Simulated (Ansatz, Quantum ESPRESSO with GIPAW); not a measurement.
# GaN: working out the 71Ga quadrupolar coupling

A plane-wave PAW calculation (PBE, Ansatz) gives this electric field gradient, in 10²¹ V/m² and Cartesian axes, at one Ga site of GaN (atom 1; GaN4; site symmetry 3m):

```
     -0.2081        0.0000        0.0000
      0.0000       -0.2081        0.0000
      0.0000        0.0000        0.4161
```

71Ga has spin 3/2, Q = 0.107 barn and |γ|/2π = 13.0208 MHz/T. The cell is the P6_3mc form of a database entry, atoms relaxed, static and at 0 K. 

**Task.** Find C_Q, η_Q and ν_Q, and the shift and width of the central transition under fast MAS at 14.1 T and 20 T.

1. The tensor is symmetric and traceless. Its eigenvalues, ordered by size, are V_xx = -0.2081, V_yy = -0.2081 and V_zz = 0.4161.

2. η_Q = (V_xx − V_yy)/V_zz = 0.000.

3. C_Q = eQV_zz/h. One unit of 10²¹ V/m² with one barn gives 24.18 MHz, so C_Q = 24.18 × 0.107 × 0.4161 = 1.077 MHz. A spectrum shows its size, not its sign.

4. ν_Q = 3C_Q/[2I(2I−1)] = 0.538 MHz in size, and P_Q = |C_Q|√(1 + η²/3) = 1.077 MHz.

5. The resonances lie at ν0 = 183.59 and 260.42 MHz, so ν_Q/ν0 is 0.003 at most and second order holds. The centre of gravity moves by δ_Q = −(3/40)(P_Q/ν0)² F × 10⁶ ppm, with F = [I(I+1) − 3/4]/[I²(2I−1)²] = 0.3333: -0.860 ppm at 14.1 T and -0.427 ppm at 20 T.

6. Summing the second-order term over orientations gives a full width of 1.84 ppm (0.34 kHz) and 0.915 ppm (0.24 kHz). In ppm both fall as 1/B²: (14.1/20)² = 0.497. The spinning rate must pass the static width for this shape to show cleanly.

[Banner, clock, file and message-heading lines were taken out of the pw.x and gipaw.x logs.]

[Logs are printed without paths, hosts, clocks, repeated set-up lines and the standing remarks that a program may print on its own settings, such as how far it seeks lower states.]

[Hosts, paths, dates, database ids (printed as entryN), source tags and the programs' standing remarks are cut or masked in the printed files.]
